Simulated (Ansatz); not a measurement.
**Be4P2O (built on the sites of a database entry of Ca4Sb2O): following an unstable mode**

Which phase does Be4P2O (built on the sites of a database entry of Ca4Sb2O) fall into along its unstable mode, and how much energy does it gain?

Calculated with Ansatz 0.2.0; DFT PBEsol, scalar-relativistic, plane waves, PAW.

This is a report of a sequence of runs, with most program output left out.

The structure was built from a prototype and need not be the compound's stable phase.

## 1. The structure

It takes space group I4/mmm (No. 139, tetragonal). The conventional cell has a = 3.583 Å, b = 3.583 Å, c = 10.943 Å, α = 90.00°, β = 90.00°, γ = 90.00°. Be has 2 O at 1.79 Å and 4 P at 2.40 Å nearest. Nearest to Be lie 1 O at 1.72 Å and 5 P at 2.15 to 2.54 Å and 4 Be at 2.48 Å. Nearest to P lie 9 Be at 2.15 to 2.54 Å. Nearest to O lie 6 Be at 1.72 to 1.79 Å. Farther neighbours and most contacts between anions are not listed.

## 2. Modes at Γ

The cell comes from relaxations at this level that are not shown. The zone centre is the only wavevector solved here; it holds the modes that light can see, as far as symmetry allows. No field response is asked, since the mesh shows no gap.

The input, input.yaml:

```yaml
crystal:
  lattice:
    - [-1.7913590676, 1.7913590676, 5.4716745197]
    - [1.7913590676, -1.7913590676, 5.4716745197]
    - [1.7913590676, 1.7913590676, -5.4716745197]
  atoms:
    - { symbol: Be, position: [0.5, 0.0, 0.5] }
    - { symbol: Be, position: [0.0, 0.5, 0.5] }
    - { symbol: Be, position: [0.343050778, 0.343050778, 0.0] }
    - { symbol: Be, position: [0.656949222, 0.656949222, 0.0] }
    - { symbol: P, position: [0.1462780517, 0.1462780517, 0.0] }
    - { symbol: P, position: [0.8537219483, 0.8537219483, 0.0] }
    - { symbol: O, position: [0.5, 0.5, 0.0] }
kpoints:
  mp_grid: { grid: [16, 16, 16] }
hamiltonian:
  xc: pbesol
scf:
  occupations: { method: methfessel_paxton, width: 0.2 }
output:
  eigenvalues: true
phonons:
  method: dfpt
```

Run with:

```console
ansatz run input.yaml --threads 8 --pin off --max-ram 14336MiB --backend cpu --events-out ev --progress --plain --runs-dir out
```

It took 4.7 min on 8 threads of Intel Xeon Platinum 8259CL at 2.50GHz (Skylake/Cascade Lake), shared host; peak memory 3.3 GiB.

This step gave:

| Property | Result |
| --- | --- |
| volume per atom | 10.03 Å³ |
| gap on the k-mesh | 0 eV |
| sum-rule residual before enforcement | 1.37e-5 eV/Å² |
| point group | 4/mmm |
| highest optical mode at the zone centre (no LO-TO term) | 614.0 cm⁻¹ |
| lowest optical zone-centre mode | -338.0 cm⁻¹ |

Patterns of degenerate modes are one choice out of their space. Modes at Γ, with each element's share of the kinetic energy (negative means imaginary):

| mode | frequency (cm⁻¹) | symmetry | Be % | P % | O % |
| --- | --- | --- | --- | --- | --- |
| 1 | -338.0 | Eu | 85 | 9 | 6 |
| 2 | -338.0 | Eu | 85 | 9 | 6 |
| 3 | -268.0 | Eg | 100 | 0 | 0 |
| 4 | -268.0 | Eg | 100 | 0 | 0 |
| 5 | 0.0 | acoustic | 32 | 54 | 14 |
| 6 | 0.0 | acoustic | 32 | 54 | 14 |
| 7 | 0.0 | acoustic | 32 | 54 | 14 |
| 8 | 143.5 | B2u | 100 | 0 | 0 |
| 9 | 160.6 | Eu | 84 | 10 | 7 |
| 10 | 160.6 | Eu | 84 | 10 | 7 |
| 11 | 239.6 | Eg | 0 | 100 | 0 |
| 12 | 239.6 | Eg | 0 | 100 | 0 |
| 13 | 351.2 | Eu | 20 | 25 | 55 |
| 14 | 351.2 | Eu | 20 | 25 | 55 |
| 15 | 361.0 | A1g | 9 | 91 | 0 |
| 16 | 373.0 | A2u | 47 | 39 | 14 |
| 17 | 430.9 | Eu | 79 | 2 | 18 |
| 18 | 430.9 | Eu | 79 | 2 | 18 |
| 19 | 484.0 | A2u | 45 | 3 | 51 |
| 20 | 601.6 | A1g | 91 | 9 | 0 |
| 21 | 614.0 | A2u | 76 | 3 | 21 |

Displacements in mode 1 (-338.0 cm⁻¹), the largest set to 1:
```
Be1  0.06  0.00  0.00
Be2 -0.30  0.00  0.00
Be3  1.00  0.01  0.00
Be4  1.00  0.01  0.00
P5  -0.18  0.00  0.00
P6  -0.18  0.00  0.00
O7  -0.28  0.00  0.00
```

Displacements in mode 21 (614.0 cm⁻¹), the largest set to 1:
```
Be1  0.00  0.00 -0.11
Be2  0.00  0.00 -0.11
Be3  0.00  0.00  1.00
Be4  0.00  0.00  1.00
P5   0.00  0.00 -0.12
P6   0.00  0.00 -0.12
O7   0.00  0.00 -0.56
```

Before it was imposed, the acoustic sum rule was missed by 1.4e-5 eV/Å². Small misses are needed for a sound result but don't prove that mesh and cutoff are converged. The lowest optical mode is imaginary, 338.0i cm⁻¹, so the energy falls along it.

## 3. The mode frozen in, largest atomic shift 0 Å

The mode followed lies at Γ with frequency 338.0i cm⁻¹ and is 2-fold degenerate, the softest among the wavevectors solved. At small amplitude the distorted cell has space group no. 44 by a symmetry search on the positions. The undistorted cell that holds it gives the zero of energy on the same k mesh.

Changes to input.yaml since step 2:

```diff
@@ -20,4 +20,4 @@
 output:
+  forces: true
+  stress: true
   eigenvalues: true
-phonons:
-  method: dfpt
```

Wall time 5.9 s (8 threads); peak memory 0.74 GiB.

This step gave:

```yaml
pressure: 0.003206 GPa
energy_from_the_undistorted_cell: 0 meV/atom
```

The run ends at a pressure of 0.00 GPa, with forces up to 4.6e-4 eV/Å.

## 4. The mode frozen in, largest atomic shift 0.45 Å

The atoms are moved along the unstable eigenvector, the largest shift by 0.45 Å, with the cell fixed.

input.yaml, the sections that differ from step 3:

```yaml
crystal:
  lattice:
    - [-1.7913590676, 1.7913590676, 5.4716745197]
    - [1.7913590676, -1.7913590676, 5.4716745197]
    - [1.7913590676, 1.7913590676, -5.4716745197]
  atoms:
    - { symbol: Be, position: [0.5, -0.0073506974, 0.4926493026] }
    - { symbol: Be, position: [0.0, 0.5374629746, 0.5374629746] }
    - { symbol: Be, position: [0.343050778, 0.2174478188, -0.1256029593] }
    - { symbol: Be, position: [0.656949222, 0.5313462627, -0.1256029593] }
    - { symbol: P, position: [0.1462780517, 0.1692930964, 0.0230150447] }
    - { symbol: P, position: [0.8537219483, 0.8767369931, 0.0230150447] }
    - { symbol: O, position: [0.5, 0.5354279231, 0.0354279231] }
# kpoints, hamiltonian, scf, output: as in step 3
```

The job ended after 14 s (8 threads; peak memory 1 GiB).

Numbers from this step:

| Item | Value |
| --- | --- |
| pressure | 2.457 GPa |
| gap on the k-mesh | 0.1057 eV |
| energy from the undistorted cell | -52.20 meV/atom |

The energy, extrapolated to zero smearing, is -52.20 meV/atom against the undistorted cell.

The run ends at a pressure of 2.46 GPa, with forces up to 0.53 eV/Å.

## 5. Energy along the mode, all amplitudes (two of the runs are shown above)

An imaginary frequency means negative curvature, so the energy should fall and then rise again as anharmonic terms take over.

Numbers from this step:

```
depth at the lowest point sampled  : 52.20 meV/atom
largest atomic shift at that point : 0.45 Å
```

Energy from the parent against largest atomic shift:

```
largest atomic shift (Å)  energy from the parent (meV/atom)
                   0.000                                  0
                   0.040                              -1.06
                   0.080                              -4.16
                   0.140                              -12.1
                   0.220                              -26.5
                   0.320                              -44.3
                   0.450                              -52.2
                   0.600                              -17.7
```

Displacement at unit largest shift by atom:

```
atom  x (Å)  y (Å)  z (Å)  size
 Be1  -0.06   0.00   0.00  0.06
 Be2   0.30   0.00   0.00  0.30
 Be3  -1.00   0.00   0.00  1.00
 Be4  -1.00   0.00   0.00  1.00
  P5   0.18   0.00   0.00  0.18
  P6   0.18   0.00   0.00  0.18
  O7   0.28   0.00   0.00  0.28
```

The lowest of the steps tried is at 0.45 Å, 52.2 meV/atom below the parent; the bottom of the well need not coincide with a step.

## 6. Relaxation from the frozen mode

Starting from the lowest point found, all atoms and the cell are let go, so that strain and other modes of the same symmetry can join in.

Changes to input.yaml since step 4:

```diff
@@ -23 +23,6 @@
   eigenvalues: true
+relax:
+  adjacent_minimum: "off"
+  f_tol: 0.002
+  max_steps: 120
+  cell: { stress_tol: 0.03 }
```

Elapsed: 5.8 min, on 8 threads; peak memory 1.2 GiB; 44 min of CPU time.

Relaxation path:

```
step  energy less that of the first step (eV)  largest force component (eV/Å)  pressure (GPa)  volume (Å³)
   1                                   0.0000                          0.5251            2.46        70.23
   2                                  -0.1977                          0.4806            0.89        71.25
   3                                  -0.4820                          0.3912            1.01        71.85
   4                                  -0.6975                          0.3333            0.52        72.93
   5                                  -0.8412                          0.1428            0.34        73.48
   6                                  -0.8617                          0.2306           -0.45        74.02
   7                                  -0.8676                          0.0255            0.05        73.80
   8                                  -0.8676                          0.0143           -0.04        73.82
   9                                  -0.8676                          0.0044            0.01        73.80
  10                                  -0.8676                          0.0005            0.00        73.81
 11*                                  -0.9530                          0.0516            1.17        73.81
  12                                  -0.9685                          0.0890            0.49        74.34
  13                                  -0.9700                          0.0666           -0.10        74.74
  14                                  -0.9705                          0.0096            0.00        74.69
  15                                  -0.9705                          0.0064            0.01        74.69
  16                                  -0.9705                          0.0001            0.00        74.69
 17*                                  -0.9722                          0.0002            0.02        74.69
  18                                  -0.9722                          0.0005           -0.01        74.71
  19                                  -0.9722                          0.0020            0.00        74.71
  20                                  -0.9723                          0.0003            0.00        74.71
 21*                                  -0.9723                          0.0003            0.00        74.71
```

Relaxation steps marked * repeat the geometry before them on a plane-wave basis chosen anew for their cell, so energy and pressure can jump there.

Forces are held to the 4 operations that the run works with; a distortion that breaks them can't arise in this run.

```
     cell as run  before   after   change
           a (Å)   6.030   5.654   -6.2 %
           b (Å)   6.030   5.654   -6.2 %
           c (Å)   6.030   5.654   -6.2 %
           α (°)  145.43  133.62   -8.1 %
           β (°)  145.43  144.81   -0.4 %
           γ (°)   49.69   59.53  +19.8 %
volume (Å³/atom)   10.03   10.67   +6.4 %
```

The atoms that moved most (Å, as changes of fractional coordinates times the final cell):

| atom | dx | dy | dz | length |
| --- | --- | --- | --- | --- |
| Be2 | 0.553 | 0.000 | 0.000 | 0.553 |
| Be1 | -0.242 | 0.000 | 0.000 | 0.242 |
| Be4 | -0.186 | 0.000 | -0.115 | 0.219 |
| Be3 | -0.186 | 0.000 | 0.115 | 0.219 |
| P5 | 0.003 | 0.000 | 0.092 | 0.092 |
| P6 | 0.003 | 0.000 | -0.092 | 0.092 |
| O7 | 0.053 | 0.000 | 0.000 | 0.053 |

This step gave:

```
pressure          : 3.73e-4 GPa
volume per atom   : 10.67 Å³
gap on the k-mesh : 0 eV
```

The distorted start has space group Imm2; the relaxation ends in Imm2.

## 7. The new phase in its own primitive cell

The relaxed structure is symmetrised, reduced to its primitive cell and relaxed tightly, as its phonons need.

The input, input.yaml:

```yaml
crystal:
  lattice:
    - [-1.7091588496, 4.9083105748, 2.226402805]
    - [1.7091588496, -4.9083105748, 2.226402805]
    - [1.7091588496, 4.9083105748, -2.226402805]
  atoms:
    - { symbol: Be, position: [0.0615974231, 0.5615974231, 0.5] }
    - { symbol: Be, position: [0.3383004698, 0.3383004698, 0.0] }
    - { symbol: Be, position: [0.5221130374, 0.1673476767, 0.3547653606] }
    - { symbol: Be, position: [0.8125823161, 0.1673476767, 0.6452346394] }
    - { symbol: P, position: [0.1318647401, 0.9762278417, 0.1556368984] }
    - { symbol: P, position: [0.8205909433, 0.9762278417, 0.8443631016] }
    - { symbol: O, position: [0.452586699, 0.952586699, 0.5] }
kpoints:
  mp_grid: { grid: [14, 14, 14] }
hamiltonian:
  xc: pbesol
scf:
  occupations: { method: methfessel_paxton, width: 0.2 }
output:
  forces: true
  stress: true
  eigenvalues: true
relax:
  adjacent_minimum: "off"
  f_tol: 0.001
  max_steps: 60
  cell: { stress_tol: 0.01 }
```

The job ended after 37 s (8 threads; peak memory 0.98 GiB).

Little changed from the start: no atom moved by 0.005 Å and no cell edge by 0.1 %.

Numbers from this step:

| Quantity | Value |
| --- | --- |
| pressure | -9.98e-4 GPa |

The largest force component left is 0.62 meV/Å and the pressure is -0.001 GPa, within the tolerances set. The cell now holds 10.67 Å³/atom.

## 8. Modes of the new phase, k-mesh 14×14×14

A relaxed structure may still be a saddle point, so its zone-centre modes are computed. No field response is asked, since the mesh shows no gap.

The input, input.yaml:

```yaml
crystal:
  lattice:
    - [-1.709150974, 4.9081520724, 2.2264979101]
    - [1.709150974, -4.9081520724, 2.2264979101]
    - [1.709150974, 4.9081520724, -2.2264979101]
  atoms:
    - { symbol: Be, position: [0.0616093697, 0.5616093697, 0.5] }
    - { symbol: Be, position: [0.3382978712, 0.3382978712, 0.0] }
    - { symbol: Be, position: [0.5221133396, 0.1673447551, 0.3547685845] }
    - { symbol: Be, position: [0.8125761707, 0.1673447551, 0.6452314155] }
    - { symbol: P, position: [0.1318677175, 0.976229909, 0.1556378085] }
    - { symbol: P, position: [0.8205921005, 0.976229909, 0.8443621915] }
    - { symbol: O, position: [0.4525790596, 0.9525790596, 0.5] }
kpoints:
  mp_grid: { grid: [14, 14, 14] }
hamiltonian:
  xc: pbesol
scf:
  occupations: { method: methfessel_paxton, width: 0.2 }
output:
  eigenvalues: true
phonons:
  method: dfpt
```

It took 6.4 min on 8 threads; peak memory 4 GiB; 43 min of CPU time.

Numbers from this step:

| Quantity | Value |
| --- | --- |
| sum-rule residual before enforcement | 1.90e-5 eV/Å² |
| point group | mm2 |
| highest optical mode at the zone centre (no LO-TO term) | 663.7 cm⁻¹ |
| lowest optical zone-centre mode | 210.6 cm⁻¹ |

Patterns of degenerate modes are one choice out of their space. Modes at Γ, with each element's share of the kinetic energy:

```
mode  frequency (cm⁻¹)  symmetry  Be %  P %  O %
   1               0.0  acoustic    32   54   14
   2               0.0  acoustic    32   54   14
   3               0.0  acoustic    32   54   14
   4             210.6        A2    21   79    0
   5             230.3        B2    86   13    1
   6             240.6        B1    87    4    9
   7             287.4        B2    22   78    0
   8             347.7        B1     5   19   76
   9             351.9        A1    28   69    2
  10             396.2        A1    33   55   12
  11             422.2        B2    15   33   51
  12             489.4        B2    89    9    2
  13             490.9        A2    79   21    0
  14             511.3        A1    51    3   45
  15             517.9        B1    78   21    1
  16             539.7        A1    74    9   17
  17             570.6        A1    91    0    9
  18             579.8        B2    72    2   26
  19             597.9        B1    99    1    0
  20             640.3        B2    83   10    7
  21             663.7        A1    90    9    1
```

Displacements in mode 4 (210.6 cm⁻¹), the largest set to 1:
```
Be1  0.00  0.00  0.00
Be2  0.00  0.00  0.00
Be3 -0.95  0.00  0.00
Be4  0.95  0.00  0.00
P5   1.00  0.00  0.00
P6  -1.00  0.00  0.00
O7   0.00  0.00  0.00
```

Displacements in mode 16 (539.7 cm⁻¹), the largest set to 1:
```
Be1  0.00  0.00  1.00
Be2  0.00  0.00 -0.63
Be3  0.00  0.21  0.43
Be4  0.00 -0.21  0.43
P5   0.00 -0.17 -0.06
P6   0.00  0.17 -0.06
O7   0.00  0.00 -0.48
```

Before it was imposed, the acoustic sum rule was missed by 1.9e-5 eV/Å². Small misses are needed for a sound result but don't prove that mesh and cutoff are converged. The lowest optical mode is real, 211 cm⁻¹.

## 9. Summary of results

```json
{
 "unstable mode of the parent": "q = (0, 0, 0), 338i cm⁻¹",
 "depth at the lowest point sampled": "52.2 meV/atom",
 "largest atomic shift at that point": "0.45 Å",
 "space group reached (within 0.01 Å)": "Imm2",
 "energy gained over the parent (first relaxation, on the mesh of the frozen mode)": "191 meV/atom",
 "volume per atom, phase reached": "10.7 Å³",
 "lowest optical zone-centre mode, phase reached": "211 cm⁻¹",
 "highest optical mode at the zone centre (no LO-TO term), phase reached": "664 cm⁻¹"
}
```

**Reading.** Along this mode the structure falls into Imm2, 191 meV/atom below the parent. At the parent's cell the well is 52.20 meV/atom deep on the steps tried, with its lowest point at a shift of 0.45 Å. Relaxing atoms and cell changes the gain by +138.89 meV/atom against the lowest step (energies at zero smearing). Most of the total comes from this relaxation. The new phase has no imaginary mode at the zone centre of its cell; other wavevectors were not checked. Of the 3 patterns followed to their end from this parent, this one reaches the lowest energy. Each path keeps the symmetry of its pattern, so a lower phase may lie along a pattern not tried. With no gap, or one that is small against the smearing, the frequencies hang on the k mesh and the smearing, most of all near Kohn anomalies. The starting cell was built on a prototype and not taken from a measurement, so the phase need not exist.

[Logs are printed without paths, hosts, clocks, repeated set-up lines and the standing remarks that a program may print on its own settings, such as how far it seeks lower states.]

[Hosts, paths, dates, database ids (printed as entryN), source tags and the programs' standing remarks are cut or masked in the printed files.]
